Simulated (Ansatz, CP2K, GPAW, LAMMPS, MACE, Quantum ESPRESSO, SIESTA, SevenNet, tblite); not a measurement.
**Amorphous Hg33S25Se8 (66 atoms): forces by two methods**

66 atoms (33 Hg, 25 S, 8 Se) placed at random at 7.67 g/cm³, melted at 2500 K for 10 ps at fixed volume with the Stillinger-Weber II-VI potential (Zhou et al., Phys. Rev. B 88, 085309 (2013)). Quenched from 2500 K to 500 K at 30 K/ps and fixed volume, held 5 ps, then minimised at fixed cell.

Two calculations on one geometry. First: Kohn-Sham DFT, PBE, GTH-PBE pseudopotentials, Gaussian and plane waves, DZVP-MOLOPT-SR-GTH, diagonalisation; 600/50 Ry; levels smeared at 580 K (CP2K 2026.2; Γ point). Second: Kohn-Sham DFT, PBE, SSSP efficiency 1.3.0 pseudopotentials, plane waves; sssp-1.3.0-efficiency; 45/360 Ry; levels smeared at 580 K (Quantum ESPRESSO 7.5; sssp-pbe-1.3.0-efficiency, cutoffs 45/360 Ry, Γ point).

Cell vectors (Å):

```
12.034 0.000 0.000
0.000 12.034 0.000
0.000 0.000 12.034
```

Atom, position (Å) and force of the first calculation (eV/Å):

```
1 Hg 3.713 4.874 4.202 -0.186 0.023 0.033
2 Hg 4.376 5.173 0.911 -0.070 0.332 -0.258
3 Hg 7.049 10.796 2.632 -0.478 0.245 -0.422
4 Hg 1.947 10.265 4.927 0.203 -0.330 0.691
5 Hg 6.937 7.335 7.227 -0.553 0.300 0.142
6 Hg 9.515 1.156 6.638 0.325 0.046 0.109
7 Hg 8.774 9.932 5.615 0.046 0.500 0.413
8 Hg 9.457 5.207 8.464 0.198 -0.374 0.315
9 Hg 1.338 7.317 10.553 0.494 -0.038 -0.502
10 Hg 2.823 10.539 1.599 0.196 -0.301 0.093
11 Hg 10.791 9.520 8.551 0.683 0.088 -0.247
12 Hg 6.036 0.082 5.728 -0.423 0.245 0.481
13 Hg 7.557 4.415 11.243 0.560 -0.668 0.104
14 Hg 0.397 4.291 4.711 0.245 -0.452 -0.380
15 Hg 6.388 3.865 6.238 -0.356 -0.033 -0.315
16 Hg 1.369 3.301 0.053 0.034 -0.276 0.234
17 Hg 10.087 0.102 11.654 -0.150 0.275 0.334
18 Hg 10.508 6.983 4.632 0.570 -0.085 -0.063
19 Hg 1.339 0.385 10.824 -0.162 0.371 -0.704
20 Hg 0.585 3.455 8.088 -0.036 -0.474 0.489
21 Hg 3.818 5.665 8.737 -0.316 0.705 0.131
22 Hg 11.133 9.933 2.908 0.091 0.523 0.091
23 Hg 8.684 8.532 0.324 0.108 -0.062 -0.650
24 Hg 3.403 1.320 3.993 -0.546 0.009 0.128
25 Hg 10.754 4.900 1.558 -0.318 0.273 -0.474
26 Hg 7.566 6.373 3.193 -0.227 -0.239 0.087
27 Hg 4.175 1.431 8.943 0.194 -0.129 0.092
28 Hg 6.881 11.636 9.500 -0.441 -0.525 -0.004
29 Hg 10.743 1.782 3.475 0.774 -0.692 0.004
30 Hg 5.187 8.415 0.307 -0.294 0.023 -0.808
31 Hg 5.153 1.823 0.260 0.610 -0.451 -0.082
32 Hg 7.459 2.822 3.064 -0.117 0.103 -0.168
33 Hg 1.951 7.096 6.136 0.687 0.311 0.170
34 S 1.120 1.755 5.260 0.104 -0.065 -1.163
35 S 5.021 9.694 10.120 0.079 -0.303 0.315
36 S 7.669 11.058 0.040 0.451 -0.628 0.382
37 S 5.820 6.209 5.028 0.247 -0.150 0.191
38 S 0.971 10.326 7.443 0.109 -0.420 0.301
39 S 0.502 4.849 10.258 -0.399 0.399 -0.414
40 S 8.131 0.619 4.238 -0.273 0.451 0.350
41 S 2.538 4.545 6.714 0.231 0.818 -0.630
42 S 3.700 11.843 11.593 0.449 0.178 -0.042
43 S 2.881 8.298 8.635 -0.328 -0.562 -0.019
44 S 9.871 5.787 11.227 -0.106 0.215 -0.019
45 S 8.740 8.775 3.101 -0.113 0.019 0.017
46 S 6.830 6.425 0.742 -0.655 0.555 0.423
47 S 4.881 3.036 2.625 -0.205 0.242 0.418
48 S 4.261 8.679 5.762 -0.788 -0.183 -0.095
49 S 10.416 3.568 6.626 0.181 0.061 0.616
50 S 7.841 2.159 0.557 -0.958 0.739 -0.507
51 S 6.534 10.042 7.252 0.535 0.115 -0.748
52 S 11.144 11.438 5.117 -0.134 -0.192 -0.328
53 S 1.677 1.038 8.254 -0.719 -0.004 0.905
54 S 4.450 2.147 6.402 1.142 -0.629 -0.142
55 S 4.537 10.921 3.675 -0.220 0.133 -0.384
56 S 11.080 8.561 10.896 -0.179 0.234 0.739
57 S 10.933 2.302 0.948 0.530 -0.578 -0.038
58 S 9.456 4.514 3.815 -0.061 0.281 -0.649
59 Se 1.537 5.102 2.216 -0.455 -0.125 0.526
60 Se 2.551 7.817 0.867 0.673 -0.064 0.318
61 Se 9.641 7.570 7.093 0.028 -0.230 0.096
62 Se 9.526 11.817 8.966 -0.270 0.716 -0.042
63 Se 0.885 7.973 3.674 -0.474 -0.489 0.295
64 Se 3.815 3.658 10.656 -0.134 -0.128 0.362
65 Se 6.520 4.993 8.710 0.580 0.364 0.197
66 Se 0.063 10.381 0.406 -0.212 -0.013 -0.299
```

**Question.** What forces does the second calculation give?

Atom and force (eV/Å):

```
1 -0.152 0.000 0.078
2 -0.046 0.293 -0.305
3 -0.437 0.237 -0.421
4 0.195 -0.361 0.694
5 -0.531 0.280 0.096
6 0.351 0.031 0.107
7 0.058 0.466 0.384
8 0.204 -0.341 0.259
9 0.459 -0.027 -0.447
10 0.212 -0.296 0.046
11 0.657 0.099 -0.234
12 -0.385 0.215 0.482
13 0.511 -0.604 0.146
14 0.262 -0.455 -0.369
15 -0.421 0.021 -0.233
16 0.026 -0.162 0.209
17 -0.172 0.257 0.308
18 0.562 -0.053 -0.023
19 -0.093 0.295 -0.707
20 -0.006 -0.447 0.475
21 -0.270 0.624 0.102
22 0.096 0.498 0.081
23 0.107 -0.050 -0.583
24 -0.526 0.029 0.149
25 -0.323 0.220 -0.437
26 -0.275 -0.215 0.062
27 0.093 -0.057 0.063
28 -0.318 -0.600 0.009
29 0.732 -0.676 -0.027
30 -0.289 -0.023 -0.833
31 0.578 -0.447 -0.057
32 -0.113 0.051 -0.202
33 0.683 0.294 0.139
34 0.105 -0.047 -1.186
35 0.081 -0.295 0.322
36 0.462 -0.631 0.387
37 0.267 -0.177 0.188
38 0.098 -0.433 0.281
39 -0.351 0.391 -0.415
40 -0.291 0.441 0.371
41 0.186 0.866 -0.629
42 0.420 0.230 -0.014
43 -0.345 -0.594 -0.011
44 -0.097 0.180 -0.030
45 -0.089 0.025 0.012
46 -0.669 0.564 0.431
47 -0.208 0.242 0.407
48 -0.770 -0.185 -0.089
49 0.210 0.038 0.653
50 -0.973 0.760 -0.503
51 0.535 0.132 -0.772
52 -0.157 -0.186 -0.349
53 -0.698 0.020 0.923
54 1.177 -0.644 -0.132
55 -0.247 0.173 -0.365
56 -0.141 0.291 0.785
57 0.525 -0.583 0.013
58 -0.057 0.299 -0.700
59 -0.451 -0.147 0.542
60 0.687 -0.042 0.275
61 0.006 -0.202 0.069
62 -0.308 0.672 -0.043
63 -0.489 -0.446 0.358
64 -0.136 -0.127 0.368
65 0.580 0.365 0.186
66 -0.289 -0.045 -0.350
```

The two sets differ by 33.6 meV/Å r.m.s., 8.5 % of the r.m.s. force of the Quantum ESPRESSO run. The network of bonds at the start is that of the classical potential that made the cell, and needn't be the one that DFT or experiment would give. The electronic-structure runs sample only Γ, in a cell whose shortest periodic width is 12 Å, which is coarse for a cell with partly filled levels.

[Logs are printed without paths, hosts, clocks, repeated set-up lines and the standing remarks that a program may print on its own settings, such as how far it seeks lower states.]

[Hosts, paths, dates, database ids (printed as entryN), source tags and the programs' standing remarks are cut or masked in the printed files.]
